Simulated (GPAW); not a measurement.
# Core-hole calculation of the S K edge in zinc-blende (ZnS)₁₋ₓ(CdS)ₓ at x = 0.75, part 2 of 3

Aim: the S K edge in zinc-blende (ZnS)₁₋ₓ(CdS)ₓ at x = 0.75, one member of a composition series.

GPAW 26.7.0; X-ray absorption from dipole matrix elements to empty bands, plane-wave PAW LDA.

So far. Step 3 (The field without a hole): The mesh shows a gap of 0.97 eV. The excited electron is kept all the same, so that all members of the series, with or without a gap, are treated alike.

### 5. Spectrum with XCH, S atom 4

The holes are 8.1 Å apart. In GPAW the data set carries the hole's charge, so charge=0 means a charged cell and charge=-1 a neutral one. The excited electron is kept in the cell, where it fills the lowest empty states and screens the hole. After the field has converged, empty bands are computed with the density fixed and the dipole matrix elements are summed.

The absorber has 1 Zn at 2.35 Å, 1 Cd at 2.51 Å and 2 Cd at 2.52 Å (distorted tetrahedral).

File xas.py:

```python
import numpy as np
from ase import Atoms
from ase.parallel import parprint, paropen
from gpaw import GPAW, PW, FermiDirac, Mixer, MixerDif, setup_paths
from gpaw.test import gen
setup_paths.insert(0, '.')
gen('S', name='fch1s', xcname='LDA', corehole=(1, 0, 1), write_xml=True)
from gpaw.mpi import world
world.barrier()

atoms = Atoms('CdSZnSZnSCdSCdSCdSCdSCdS',
    cell=[[0, 5.7175, 5.7175],
     [5.7175, 0, 5.7175],
     [5.7175, 5.7175, 0]],
    scaled_positions=[[0.0020468, 0.0008132, 0.9990499],
     [0.1124256, 0.1375735, 0.1374221],
     [0.9985273, 0.0012462, 0.5005454],
     [0.1187463, 0.119124, 0.6177299],
     [0.99964, 0.5003996, 0.0009451],
     [0.1183366, 0.6192125, 0.1188228],
     [0.0025787, 0.5007002, 0.5001131],
     [0.1126594, 0.6379634, 0.6377289],
     [0.4975407, 0.0003426, 0.9988897],
     [0.6246132, 0.1252004, 0.1247011],
     [0.4988613, 0.9996879, 0.5004587],
     [0.6434345, 0.1184227, 0.6175982],
     [0.4978416, 0.5013849, 0.0029977],
     [0.6442699, 0.6188613, 0.1185991],
     [0.4979685, 0.5000746, 0.4999594],
     [0.6249756, 0.6238354, 0.6266779]],
    pbc=True)
atoms.calc = calc = GPAW(legacy_gpaw=True, mode=PW(400, force_complex_dtype=True), xc='LDA', setups={3: 'fch1s'},
    kpts={'size': (3, 3, 3), 'gamma': True}, occupations=FermiDirac(0.04),
    charge=-1, mixer=Mixer(0.1, 5, 50), maxiter=150,
    convergence={'density': 0.0001, 'eigenstates': 1e-6}, txt='scf.txt')
energy = atoms.get_potential_energy() + calc.get_reference_energy()
ef = calc.get_fermi_level()
out = dict(energy=energy, fermi=ef, forces=atoms.get_forces().tolist())
parprint(f'all-electron energy {energy:.4f} eV, Fermi level {ef:.4f} eV')
ev = np.array([[calc.get_eigenvalues(k, s) for k in range(len(calc.get_ibz_k_points()))] for s in range(calc.get_number_of_spins())])
out['homo'], out['lumo'], out['counts'] = ev[ev < ef].max(), ev[ev > ef].min(), sorted(set((ev < ef).sum((0, 2)).tolist()))
out['filled'] = (ev[:, 0] < ef).sum(1).tolist()

from ase.units import Ha
from gpaw.xas import dipole_matrix_elements
nb = int(calc.get_number_of_electrons() / 2) + 191
top, nb = nb, nb + 8 + nb // 12
nscf = calc.fixed_density(kpts={'size': (4, 4, 4), 'gamma': True}, nbands=nb,
    convergence={'bands': top, 'eigenstates': 5e-3}, maxiter=60, txt='nscf.txt')
cell = atoms.cell.array
ops = [cell.T @ U.T @ np.linalg.inv(cell.T) for U in nscf.wfs.kd.symmetry.op_scc]
filled = [72]  # bands filled in the ground state, by spin
E = np.arange(-6, 30, 0.1)
fwhm = np.interp(E, [4, 25], [0.9, 3.5])
Y, X, zero, highest = 0, 0, 1e9, 1e9
for spin in range(nscf.get_number_of_spins()):
    wfs = nscf.wfs
    mine = wfs.bd.get_slice()  # this rank's bands
    A = dipole_matrix_elements(wfs.setups[3])
    eps = np.zeros((wfs.kd.nibzkpts, nb))
    d = np.zeros((3, A.shape[1], wfs.kd.nibzkpts, nb), complex)
    for kpt in wfs.kpt_u:
        if kpt.s == spin and 3 in kpt.P_ani:
            eps[kpt.k, mine] = kpt.eps_n * Ha
            d[:, :, kpt.k, mine] = (kpt.weight * wfs.nspins / 2) ** 0.5 * np.inner(A, kpt.P_ani[3])
    world.sum(eps)
    world.sum(d)
    T = np.einsum('amkn,bmkn->abkn', d, d.conj()).real
    T = sum(np.einsum('ai,ijkn,bj->abkn', R, T, R) for R in ops) / len(ops)
    empty = np.ones_like(eps, bool) & (np.arange(nb) >= filled[spin])
    zero, highest = min(zero, eps[empty].min()), min(highest, eps[:, top - 1].min())
    lines = [(eps, T, empty)] if spin == 0 else lines + [(eps, T, empty)]
for eps, T, empty in lines:
    f = np.einsum('aakn->akn', T).reshape(3, -1)
    x = eps.ravel() - zero
    w = np.interp(x, E, fwhm) / 2.35482
    g = np.exp(-0.5 * ((E[:, None] - x) / w) ** 2) / (w * (2 * np.pi) ** 0.5)
    Y = Y + (f * empty.ravel()) @ g.T
    X = X + (f * ~empty.ravel()) @ g.T
out.update(E=E.round(2).tolist(), xas=Y.tolist(), xes=X.tolist(), zero=zero, valid=highest - zero, nk=len(eps), nb=nb)
for i in range(0, len(E), 10):
    parprint(f'{E[i]:7.2f}', *(f'{v:10.3e}' for v in Y[:, i]))
import json
with paropen('out.json', 'w') as f:
    json.dump(out, f)
```

Started as:

```sh
$ OMP_NUM_THREADS=1 mpirun -n 4 gpaw python xas.py
```

Numbers of over 12 decimals in the logs are rounded to 6 here.

The program printed:

```text
Input parameters:
  charge: -1
  convergence: {density: 0.0001,
                eigenstates: 1e-06}
  kpts: {gamma: True,
         size: (3, 3, 3)}
  maxiter: 150
  mixer: {backend: pulay,
          beta: 0.1,
          method: separate,
          nmaxold: 5,
          weight: 50}
  mode: {ecut: 400.0,
         force_complex_dtype: True,
         name: pw}
  occupations: {fixmagmom: False,
                name: fermi-dirac,
                width: 0.04}
  setups: {3: fch1s}

Initialize ...

[... PAW data sets ...]

Reference energy: -1093903.245000  # eV

Spin-paired calculation

[... convergence settings ...]
Symmetries present (total): 1
  [... symmetry matrices ...]

27 k-points: 3 x 3 x 3 Monkhorst-Pack grid
14 k-points in the irreducible part of the Brillouin zone
       k-points in crystal coordinates                weights
   0:     0.00000000    0.00000000    0.00000000          1/27
   1:     0.00000000    0.00000000    0.33333333          2/27
   2:     0.00000000    0.33333333   -0.33333333          2/27
   3:     0.00000000    0.33333333    0.00000000          2/27
   4:     0.00000000    0.33333333    0.33333333          2/27
   5:     0.33333333   -0.33333333   -0.33333333          2/27
   6:     0.33333333   -0.33333333    0.00000000          2/27
   7:     0.33333333   -0.33333333    0.33333333          2/27
   8:     0.33333333    0.00000000   -0.33333333          2/27
   9:     0.33333333    0.00000000    0.00000000          2/27
          ...
  13:     0.33333333    0.33333333    0.33333333          2/27

Wave functions: Plane wave expansion
  Cutoff energy: 400.000 eV
  Number of coefficients (min, max): 6789, 6855
  Pulay-stress correction: 0.000000 eV/Ang^3 (de/decut=0.000000)
  Using FFTW library
  Wavefunction extrapolation:
    Improved wavefunction reuse through dual PAW basis

Occupation numbers: Fermi-Dirac:
  width: 0.0400  # eV

Eigensolver
   Davidson(niter=2)

Densities:
  Coarse grid: 40*40*40 grid
  Fine grid: 80*80*80 grid
  Total Charge: 0.000000

Density mixing:
  Method: separate
  Backend: pulay
  Linear mixing parameter: 0.1
  old densities: 5
  Width of damping distribution: 1.1
  Damping of long wavelength oscillations: 50

[... Hamiltonian set-up ...]
Number of atoms: 16
Number of atomic orbitals: 104
Number of bands in calculation: 91
Number of valence electrons: 145
Bands to converge: occupied

... initialized

Initializing position-dependent things.

Density initialized from atomic densities
Creating initial wave functions:
  91 bands from LCAO basis set

             Zn            Cd
                         S
               Zn
                S
                    Cd
                 S    Cd
         S  Cd         S

              S
                  Cd
                S
                    Cd
       S

Atomic positions and initial magnetic moments

Positions:
   0 Cd     5.716717    5.723770    0.016352    ( 0.0000,  0.0000,  0.0000)
   1 S      1.572287    1.428504    1.429370    ( 0.0000,  0.0000,  0.0000)
   2 Zn     2.868993    8.570948    5.716205    ( 0.0000,  0.0000,  0.0000)
   3 S      4.212962    4.210803    1.360023    ( 0.0000,  0.0000,  0.0000)
   4 Zn     2.866438    5.720845    8.576476    ( 0.0000,  0.0000,  0.0000)
   5 S      4.219717    1.355959    4.216937    ( 0.0000,  0.0000,  0.0000)
   6 Cd     5.722150    2.874140    2.877497    ( 0.0000,  0.0000,  0.0000)
[...]
13 S      4.216430    4.361704    7.221953    ( 0.0000,  0.0000,  0.0000)
  14 Cd     5.717694    5.705653    5.706311    ( 0.0000,  0.0000,  0.0000)
  15 S      7.149810    7.156329    7.140077    ( 0.0000,  0.0000,  0.0000)

Unit cell:
           periodic     x           y           z      points  spacing
  1. axis:    yes    0.000000    5.717500    5.717500    40     0.1651
  2. axis:    yes    5.717500    0.000000    5.717500    40     0.1651
  3. axis:    yes    5.717500    5.717500    0.000000    40     0.1651

  Lengths:   8.085766   8.085766   8.085766
  Angles:   60.000000  60.000000  60.000000

Effective grid spacing dv^(1/3) = 0.1801

iter:   1   -77.688650
iter:   2   -75.454507   -0.76  -1.20
iter:   3   -71.880935   -0.99  -1.27
iter:   4   -71.849392   -2.23  -1.56
iter:   5   -71.727451   -2.62  -1.58
iter:   6   -71.681413   -3.26  -1.89
iter:   7   -71.667860c  -3.32  -2.41
iter:   8   -71.667542c  -3.93  -2.89
iter:   9   -71.667359c  -4.16  -2.99
iter:  10   -71.666820c  -5.24  -3.20
iter:  11   -71.666773c  -5.81  -3.51
iter:  12   -71.666811c  -5.72  -3.65
iter:  13   -71.666756c  -5.92  -3.78
iter:  14   -71.666753c  -6.76c -4.15c

Converged after 14 iterations.

Dipole moment: (-23.323120, -26.309882, -26.411284) |e|*Ang

Energy contributions relative to reference atoms: (reference = -1093903.245000)

Kinetic:       +134.024910
Potential:     -124.430087
External:        +0.000000
XC:             -82.244919
Entropy (-ST):   -0.011621
Local:           +0.989154
SIC:             +0.000000
--------------------------
Free energy:    -71.672563
Extrapolated:   -71.666753

Showing only first 2 kpts
 Kpt  Band  Eigenvalues  Occupancy
  0    70      3.42398    2.00000
  0    71      3.43258    2.00000
  0    72      4.19329    2.00000
  0    73      5.88306    0.23039

  1    70      3.20191    2.00000
  1    71      3.23544    2.00000
  1    72      5.32741    1.99999
[...]
Fermi level: 5.80151

No gap
No difference between direct/indirect transitions

Forces in eV/Ang:
  0 Cd    0.57440    0.65115   -0.45007
  1 S     0.08835    0.07003    0.04406
  2 Zn   -0.67313   -0.59991   -0.60713
  3 S    -0.16118   -0.20095   -0.19381
  4 Zn   -0.02478   -0.05647   -0.04775
  5 S    -0.02950   -0.02075   -0.02250
  6 Cd    0.56992   -0.44963    0.63318
[...]
13 S     0.01191    0.01545    0.01224
 14 Cd   -0.05183   -0.09261   -0.03390
 15 S    -0.02934   -0.01828   -0.03420
Scalar-relativistic atomic LDA calculation for S (Sulfur, Z=16)
Core hole in 1s state (1s occupation: 1.0)
450 radial gridpoints.
|------------------------------------------------|
|------------------------------------------------|
[... the atom generator's iteration count ...]

Energy contributions:
-------------------------
Kinetic:     +307.027779
XC:           -20.036781
Potential:   -593.463960
-------------------------
Total:       -306.472962

state      eigenvalue         ekin         rmax
-----------------------------------------------
1s^1.0 :   -94.587655   125.271961        0.063
2s^2.0 :    -9.346963    20.537295        0.374
2p^6.0 :    -7.528664    20.376522        0.303
3s^2.0 :    -1.141348     3.532854        1.290
3p^4.0 :    -0.722112     2.839097        1.384
-----------------------------------------------
(units: Bohr and Hartree)

Generating PAW setup
Kinetic energy of the core from tauc = 289.375410
Cutoffs:
rc(s)=1.840
rc(p)=1.850
rc(d)=1.700
rc(vbar)=1.720
rc(comp)=1.430
rc(nct)=1.850

Kinetic energy of the core states: 288.605682
Charge: 1.0
Core electrons: 9.0
Valence electrons: 6.0
Pseudo-core charge: 0.024693
Shape function alpha=4.890
Pseudo-electron charge 6.344591
state    eigenvalue         norm
--------------------------------
3s(2) :    -1.141348     1.235204
*s    :    -0.141348
3p(4) :    -0.722112     0.962372
*p    :     0.277888
*d    :     0.000000
--------------------------------

Diagonalizing with gridspacing h=0.050

state   all-electron     PAW
-------------------------------
3s:      -1.141348    -1.142157
3p:      -0.722112    -0.722797
*d:                   -0.153507
*f:                   -0.016109
-------------------------------
all-electron energy -1093974.9118 eV, Fermi level 5.8015 eV
[...]
27.00  2.842e-06  2.867e-06  2.864e-06
  28.00  2.602e-06  2.631e-06  2.628e-06
  29.00  2.394e-06  2.422e-06  2.420e-06
```

It took 7.6 min on 4 MPI ranks of Arm Neoverse V2, shared host; peak memory 0.87 GiB.

The S K spectrum, S atom 4, excited-electron core hole (neutral cell) (energy from the bottom of the conduction band, which holds the excited electron; intensity scaled to a mean of 1 over the first 20 eV):

| E (eV) | isotropic | ε ∥ x | ε ∥ y |
| --- | --- | --- | --- |
| -2.0 | 0.00 | 0.00 | 0.00 |
| -1.5 | 0.00 | 0.00 | 0.00 |
| -1.0 | 0.00 | 0.00 | 0.00 |
| -0.5 | 0.00 | 0.00 | 0.00 |
| 0.0 | 0.01 | 0.01 | 0.01 |
| 0.5 | 0.07 | 0.07 | 0.07 |
| 1.0 | 0.23 | 0.22 | 0.23 |
| 1.5 | 0.58 | 0.55 | 0.60 |
| 2.0 | 1.12 | 1.05 | 1.16 |
| 2.5 | 1.65 | 1.68 | 1.64 |
| 3.0 | 1.92 | 2.03 | 1.86 |
| 3.5 | 1.85 | 1.88 | 1.84 |
| 4.0 | 1.67 | 1.65 | 1.67 |
| 4.5 | 1.55 | 1.59 | 1.53 |
| 5.0 | 1.23 | 1.24 | 1.23 |
| 5.5 | 1.32 | 1.29 | 1.34 |
| 6.0 | 1.75 | 1.69 | 1.78 |
| 6.5 | 1.80 | 1.76 | 1.82 |
| 7.0 | 1.43 | 1.43 | 1.42 |
| 7.5 | 1.16 | 1.18 | 1.15 |
| 8.0 | 1.02 | 1.03 | 1.01 |
| 8.5 | 0.92 | 0.92 | 0.92 |
| 9.0 | 0.85 | 0.85 | 0.86 |
| 9.5 | 0.72 | 0.72 | 0.72 |
| 10.0 | 0.54 | 0.54 | 0.54 |
| 10.5 | 0.43 | 0.43 | 0.44 |
| 11.0 | 0.44 | 0.43 | 0.44 |
| 11.5 | 0.52 | 0.52 | 0.53 |
| 12.0 | 0.65 | 0.64 | 0.65 |
| 12.5 | 0.80 | 0.80 | 0.80 |
| 13.0 | 0.98 | 0.98 | 0.98 |
| 13.5 | 1.14 | 1.15 | 1.14 |
| 14.0 | 1.25 | 1.26 | 1.24 |
| 14.5 | 1.27 | 1.29 | 1.26 |
| 15.0 | 1.24 | 1.25 | 1.23 |
| 15.5 | 1.15 | 1.16 | 1.14 |
| 16.0 | 1.04 | 1.04 | 1.04 |
| 16.5 | 0.92 | 0.92 | 0.93 |
| 17.0 | 0.83 | 0.82 | 0.83 |
| 17.5 | 0.75 | 0.74 | 0.75 |
| 18.0 | 0.70 | 0.69 | 0.70 |
| 18.5 | 0.67 | 0.67 | 0.68 |
| 19.0 | 0.67 | 0.66 | 0.68 |
| 19.5 | 0.68 | 0.68 | 0.69 |
| 20.0 | 0.71 | 0.70 | 0.71 |
| 20.5 | 0.74 | 0.74 | 0.74 |
| 21.0 | 0.77 | 0.77 | 0.77 |
| 21.5 | 0.79 | 0.79 | 0.79 |
| 22.0 | 0.81 | 0.82 | 0.81 |
| 22.5 | 0.84 | 0.85 | 0.83 |
| 23.0 | 0.87 | 0.88 | 0.87 |
| 23.5 | 0.93 | 0.94 | 0.92 |
| 24.0 | 0.99 | 1.00 | 0.99 |
| 24.5 | 1.06 | 1.07 | 1.06 |
| 25.0 | 1.12 | 1.12 | 1.12 |
| 25.5 | 1.16 | 1.16 | 1.16 |
| 26.0 | 1.17 | 1.17 | 1.17 |
| 26.5 | 1.16 | 1.16 | 1.17 |
| 27.0 | 1.13 | 1.13 | 1.14 |
| 27.5 | 1.09 | 1.08 | 1.09 |
| 28.0 | 1.04 | 1.03 | 1.04 |
| 28.5 | 0.99 | 0.98 | 1.00 |
| 29.0 | 0.96 | 0.95 | 0.96 |

Main maxima below 24 eV (height): 3.2 eV (1.95), 6.3 eV (1.85) and 14.4 eV (1.27). A K edge sees empty p states on the absorber.

The total-energy difference is 2474.46 eV. One term is added: -16.82 eV, since the hole is spin-paired here and a spin-polarised one costs that much less in the free atom (computed apart). The photon energy is then 2457.64 eV. The functional leaves an error in such absolute values: in the free atom LDA prices this hole 9.1 eV below PBE (computed apart), and PBE is itself good to a few eV.

### 6. Reference energy of the cell

The absorbing element, whose data set is made anew, changes for the next run, so it gets a reference energy of its own.

File scf.py:

```python
import numpy as np
from ase import Atoms
from ase.parallel import parprint, paropen
from gpaw import GPAW, PW, FermiDirac, Mixer, MixerDif, setup_paths
from gpaw.test import gen
setup_paths.insert(0, '.')
gen('Zn', name='nch1s', xcname='LDA', corehole=(1, 0, 0), write_xml=True)
from gpaw.mpi import world
world.barrier()

atoms = Atoms('CdSZnSZnSCdSCdSCdSCdSCdS',
    cell=[[0, 5.7175, 5.7175],
     [5.7175, 0, 5.7175],
     [5.7175, 5.7175, 0]],
    scaled_positions=[[0.0020468, 0.0008132, 0.9990499],
     [0.1124256, 0.1375735, 0.1374221],
     [0.9985273, 0.0012462, 0.5005454],
     [0.1187463, 0.119124, 0.6177299],
     [0.99964, 0.5003996, 0.0009451],
     [0.1183366, 0.6192125, 0.1188228],
     [0.0025787, 0.5007002, 0.5001131],
     [0.1126594, 0.6379634, 0.6377289],
     [0.4975407, 0.0003426, 0.9988897],
     [0.6246132, 0.1252004, 0.1247011],
     [0.4988613, 0.9996879, 0.5004587],
     [0.6434345, 0.1184227, 0.6175982],
     [0.4978416, 0.5013849, 0.0029977],
     [0.6442699, 0.6188613, 0.1185991],
     [0.4979685, 0.5000746, 0.4999594],
     [0.6249756, 0.6238354, 0.6266779]],
    pbc=True)
atoms.calc = calc = GPAW(legacy_gpaw=True, mode=PW(400, force_complex_dtype=True), xc='LDA', setups={2: 'nch1s'},
    kpts={'size': (3, 3, 3), 'gamma': True}, occupations=FermiDirac(0.02),
    charge=0, mixer=Mixer(0.1, 5, 50), maxiter=150,
    convergence={'density': 0.0001, 'eigenstates': 1e-6}, txt='scf.txt')
energy = atoms.get_potential_energy() + calc.get_reference_energy()
ef = calc.get_fermi_level()
out = dict(energy=energy, fermi=ef, forces=atoms.get_forces().tolist())
parprint(f'all-electron energy {energy:.4f} eV, Fermi level {ef:.4f} eV')
ev = np.array([[calc.get_eigenvalues(k, s) for k in range(len(calc.get_ibz_k_points()))] for s in range(calc.get_number_of_spins())])
out['homo'], out['lumo'], out['counts'] = ev[ev < ef].max(), ev[ev > ef].min(), sorted(set((ev < ef).sum((0, 2)).tolist()))
out['filled'] = (ev[:, 0] < ef).sum(1).tolist()
import json
with paropen('out.json', 'w') as f:
    json.dump(out, f)
```

Started as:

```sh
$ OMP_NUM_THREADS=1 mpirun -n 4 gpaw python scf.py
```

The program printed:

```text
Input parameters:
  convergence: {density: 0.0001,
                eigenstates: 1e-06}
  kpts: {gamma: True,
         size: (3, 3, 3)}
  maxiter: 150
  mixer: {backend: pulay,
          beta: 0.1,
          method: separate,
          nmaxold: 5,
          weight: 50}
  mode: {ecut: 400.0,
         force_complex_dtype: True,
         name: pw}
  occupations: {fixmagmom: False,
                name: fermi-dirac,
[...]
*s    :     0.771506
4p(0) :    -0.045217     1.008310
*p    :     0.954783
3d(10):    -0.383140     0.154691
*d    :     0.616860
--------------------------------

Diagonalizing with gridspacing h=0.050

state   all-electron     PAW
-------------------------------
4s:      -0.228494    -0.228671
4p:      -0.045217    -0.045275
3d:      -0.383140    -0.383726
*f:                    0.072913
-------------------------------
all-electron energy -1096449.3714 eV, Fermi level 3.9521 eV
[key lines of the parts left out:]
Converged after 14 iterations.
Dipole moment: (-23.274392, -26.289288, -26.262818) |e|*Ang
Free energy:    -61.096570
Fermi level: 3.95214
```

Wall time 71 s (4 MPI ranks); peak memory 0.38 GiB.

Reference energy: -1096449.371 eV with the cores included.

(Part 2 of 3 ends here.)

[Banner, clock and machine lines of the logs are left out without a mark of their own.]

[Logs are printed without paths, hosts, clocks, repeated set-up lines and the standing remarks that a program may print on its own settings, such as how far it seeks lower states.]

[Hosts, paths, dates, database ids (printed as entryN), source tags and the programs' standing remarks are cut or masked in the printed files.]

[Lists of maxima count a maximum above −3 eV only where it reaches 4 % of the highest in the window and stands out from its surroundings by 2 % of it (1.5 % where it reaches 55 %); shoulders and weaker maxima are passed over, and of the rest the first, up to two pre-edge ones and the few strongest are named.]
